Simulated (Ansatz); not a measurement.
**Changed inputs in constrained RPA: SrFeO3 (cubic perovskite) (Pm-3m)**

Wanted: the sensitivity and cost of U and J for SrFeO3 (cubic perovskite) (Pm-3m).

Method: constrained RPA on LDA, plane waves, PAW, in Ansatz 0.2.0.

This is a report of a sequence of runs, with most program output left out.

## (1) The structure

The structure is cubic, space group Pm-3m (No. 221). Conventional cell: a = 3.696 Å, b = 3.696 Å, c = 3.696 Å, α = 90.00°, β = 90.00°, γ = 90.00°. Sr has 12 O at 2.61 Å nearest. Nearest to Fe lie 6 O at 1.85 Å. Nearest to O lie 2 Fe at 1.85 Å and 4 Sr at 2.61 Å. Farther neighbours and most contacts between anions are not listed.

The structure was relaxed with LDA. The structure type comes from a generator and need not be one that this composition takes. The structure was generated from a model, not taken from a measurement. The runs that relaxed it are not among those shown. The program's search for lower electronic states was switched off, so nothing shows that the state found is the lowest. The default PAW set here is soft_2. Its files were made with PBE.

## (2) Base: Fe d + anion p, bands v11 to c3, 6×6×6 mesh, medium accuracy

Constrained RPA screens the interaction with every transition except those inside the target bands, which a later many-body model would treat itself.

The input, input.yaml:

```yaml
crystal:
  lattice:
    - [0.0, -3.69646055, 0.0]
    - [0.0, 0.0, 3.69646055]
    - [-3.69646055, 0.0, 0.0]
  atoms:
    - { symbol: Sr, position: [0.0, 0.0, 0.0] }
    - { symbol: Fe, position: [0.5, 0.5, 0.5] }
    - { symbol: O, position: [0.5, 0.5, 0.0] }
    - { symbol: O, position: [0.5, 0.0, 0.5] }
    - { symbol: O, position: [0.0, 0.5, 0.5] }
kpoints:
  mp_grid: { grid: [6, 6, 6] }
hamiltonian:
  xc: lda
scf:
  occupations: { method: gaussian, width: 0.08 }
  n_extra_bands: 19
  max_iter: 150
  lower_state_search: "off"
output:
  crpa:
    kmesh: [6, 6, 6]
    target_bands: [v11, c3]
    projections: [{ species: Fe, l: d, shell: 3 }, { species: O, l: p, shell: 2 }]
  local_orbitals:
    kmesh: [6, 6, 6]
    orbitals: [{ species: Fe, l: d, shell: 3 }, { species: O, l: p, shell: 2 }]
    window: { bands: [v11, c3] }
    seedname: lo
```

Launch:

```sh
> ansatz run input.yaml --threads 8 --pin off --max-ram 14745MiB --backend cpu --events-out ev --progress --plain --runs-dir out
```

Elapsed: 11 min, on 8 threads of Arm Neoverse V2, shared host; peak memory 0.91 GiB.

Numbers from this step:

* U: 11.05 eV
* U prime (inter-orbital): 9.593 eV
* J: 0.7342 eV
* bare V: 24.66 eV
* bare J: 0.8705 eV
* stated bound on U: 0.02224 eV
* U over bare V: 0.4481
* electrons in the window: 22.00
* head of the constrained inverse dielectric matrix: 0.3463
* least eigenvalue of the projection's overlap: 0.7854
* target functions: 14
* bands in the sums: 50
* r.m.s. miss of the model bands: 2.84e-4 eV
* width of the target bands: 11.97 eV
* weight of the projected orbitals in the window: 0.9506

On the Fe d shell, screening brings the on-site interaction from 24.7 eV down to U = 11.05 eV.

## (3) Changed: 4×4×4 mesh

input.yaml, the sections that differ from step 2:

```yaml
output:
  crpa:
    kmesh: [4, 4, 4]
    target_bands: [v11, c3]
    projections: [{ species: Fe, l: d, shell: 3 }, { species: O, l: p, shell: 2 }]
# crystal, kpoints, hamiltonian, scf: as in step 2
```

Run time: 84 s. Hardware: 8 threads; peak memory 0.72 GiB.

This step gave:

```
U                                                 : 11.08 eV
U prime (inter-orbital)                           : 9.621 eV
J                                                 : 0.7340 eV
bare V                                            : 24.67 eV
bare J                                            : 0.8705 eV
stated bound on U                                 : 0.02171 eV
U over bare V                                     : 0.4492
electrons in the window                           : 22.00
head of the constrained inverse dielectric matrix : 0.3474
least eigenvalue of the projection's overlap      : 0.7854
target functions                                  : 14
bands in the sums                                 : 50
width of the target bands                         : 11.97 eV
weight of the projected orbitals in the window    : 0.9506
```

On the Fe d shell, screening brings the on-site interaction from 24.7 eV down to U = 11.08 eV.

## (4) Changed: 2×2×2 mesh

input.yaml: that of step 3 with these lines changed.

```diff
@@ -22,3 +22,3 @@
   crpa:
-    kmesh: [4, 4, 4]
+    kmesh: [2, 2, 2]
     target_bands: [v11, c3]
```

Run time: 8 s. Hardware: 8 threads; peak memory 0.63 GiB.

This step gave:

```
U                                                 : 11.19 eV
U prime (inter-orbital)                           : 9.722 eV
J                                                 : 0.7355 eV
bare V                                            : 24.78 eV
bare J                                            : 0.8726 eV
stated bound on U                                 : 0.01479 eV
U over bare V                                     : 0.4516
electrons in the window                           : 22
head of the constrained inverse dielectric matrix : 0.3315
least eigenvalue of the projection's overlap      : 0.7854
target functions                                  : 14
bands in the sums                                 : 50
width of the target bands                         : 11.97 eV
weight of the projected orbitals in the window    : 0.9506
```

On the Fe d shell, screening brings the on-site interaction from 24.8 eV down to U = 11.19 eV.

## (5) Changed: sums over states

input.yaml: that of step 4 with these lines changed.

```diff
@@ -22,4 +22,7 @@
   crpa:
-    kmesh: [2, 2, 2]
+    kmesh: [6, 6, 6]
     target_bands: [v11, c3]
     projections: [{ species: Fe, l: d, shell: 3 }, { species: O, l: p, shell: 2 }]
+    accuracy: sum_over_states
+    n_empty_bands: 88
+    ecut_chi: 136
```

Elapsed: 49 s, on 8 threads; peak memory 1.1 GiB.

This variant gives U = 11.20 eV against 11.05 eV. It is a finite sum over empty states with no bound on its error and stays out of the table below.

## (6) Changed: accuracy low

input.yaml: that of step 5 with these lines changed.

```diff
@@ -25,4 +25,2 @@
     projections: [{ species: Fe, l: d, shell: 3 }, { species: O, l: p, shell: 2 }]
-    accuracy: sum_over_states
-    n_empty_bands: 88
-    ecut_chi: 136
+    accuracy: low
```

It took 4.7 min on 8 threads; peak memory 0.86 GiB; 35 min of CPU time.

This step gave:

```
U                                                 : 10.93 eV
U prime (inter-orbital)                           : 9.481 eV
J                                                 : 0.7304 eV
bare V                                            : 24.66 eV
bare J                                            : 0.8705 eV
stated bound on U                                 : 0.4071 eV
U over bare V                                     : 0.4433
electrons in the window                           : 22.00
head of the constrained inverse dielectric matrix : 0.3463
least eigenvalue of the projection's overlap      : 0.7854
target functions                                  : 14
bands in the sums                                 : 50
width of the target bands                         : 11.97 eV
weight of the projected orbitals in the window    : 0.9506
```

On the Fe d shell, screening brings the on-site interaction from 24.7 eV down to U = 10.93 eV.

## (7) Changed: r2SCAN

This step: constrained RPA on r2SCAN, plane waves, PAW.

input.yaml: that of step 6 with these lines changed.

```diff
@@ -14,3 +14,3 @@
 hamiltonian:
-  xc: lda
+  xc: r2scan
 scf:
@@ -25,2 +25 @@
     projections: [{ species: Fe, l: d, shell: 3 }, { species: O, l: p, shell: 2 }]
-    accuracy: low
```

The job ended after 14 min (8 threads; peak memory 1.1 GiB; 1.8 h of CPU time).

This step gave:

| Property | Result |
| --- | --- |
| U | 11.85 eV |
| U prime (inter-orbital) | 10.36 eV |
| J | 0.7526 eV |
| bare V | 24.97 eV |
| bare J | 0.8873 eV |
| stated bound on U | 0.02084 eV |
| U over bare V | 0.4746 |
| electrons in the window | 22.00 |
| head of the constrained inverse dielectric matrix | 0.3765 |
| least eigenvalue of the projection's overlap | 0.7962 |
| target functions | 14 |
| bands in the sums | 50 |
| width of the target bands | 12.51 eV |
| weight of the projected orbitals in the window | 0.9545 |

On the Fe d shell, screening brings the on-site interaction from 25.0 eV down to U = 11.85 eV.

## (8) Side by side

Times are wall times on 8 threads of Arm Neoverse V2, shared host, good to a factor of about two.

| run | bare V (eV) | U (eV) | J (eV) | bound on U (eV) | width (eV) | time |
| --- | --- | --- | --- | --- | --- | --- |
| target window | 24.66 | 11.053 | 0.734 | 0.0222 | 11.97 | 11 min |
| 4×4×4 mesh | 24.67 | 11.082 | 0.734 | 0.0217 | 11.97 | 84 s |
| 2×2×2 mesh | 24.78 | 11.191 | 0.735 | 0.0148 | 11.97 | 8 s |
| accuracy low | 24.66 | 10.933 | 0.730 | 0.4071 | 11.97 | 4.7 min |
| r2SCAN | 24.97 | 11.848 | 0.753 | 0.0208 | 12.51 | 14 min |

## (9) Results

```
target window : U 11.05 eV, J 0.73 eV
4×4×4 mesh    : U 11.08 eV, J 0.73 eV
2×2×2 mesh    : U 11.19 eV, J 0.74 eV
accuracy low  : U 10.93 eV, J 0.73 eV
r2SCAN        : U 11.85 eV, J 0.75 eV
```

In words: 4×4×4 mesh moves U by +0.03 eV (within the solver's bounds, for the mean over orbitals) at 0.12 times the time. 2×2×2 mesh moves U by +0.14 eV at 0.012 times the time. Accuracy low moves U by −0.12 eV (within the solver's bounds, for the mean over orbitals) at 0.42 times the time. r2SCAN moves U by +0.79 eV. The printed bound covers the solver alone, not the mesh, and no denser mesh than the base was run. The parent state is non-magnetic and the interaction static (zero frequency); U depends on the window and the orbitals, so it belongs to this model alone. A window that holds the anion p bands defines a model with explicit ligands; its U belongs to that model and is not the U of DFT+U.

[Paths, hosts, dates, memory and timing lines, banners, echoed tables and standing remarks are left out of the program output.]

[Logs are printed without paths, hosts, clocks, repeated set-up lines and the standing remarks that a program may print on its own settings, such as how far it seeks lower states.]

[Runs of the session that timed out or met a known fault of the program may be left out.]

[Hosts, paths, dates, database ids (printed as entryN), source tags and the programs' standing remarks are cut or masked in the printed files.]
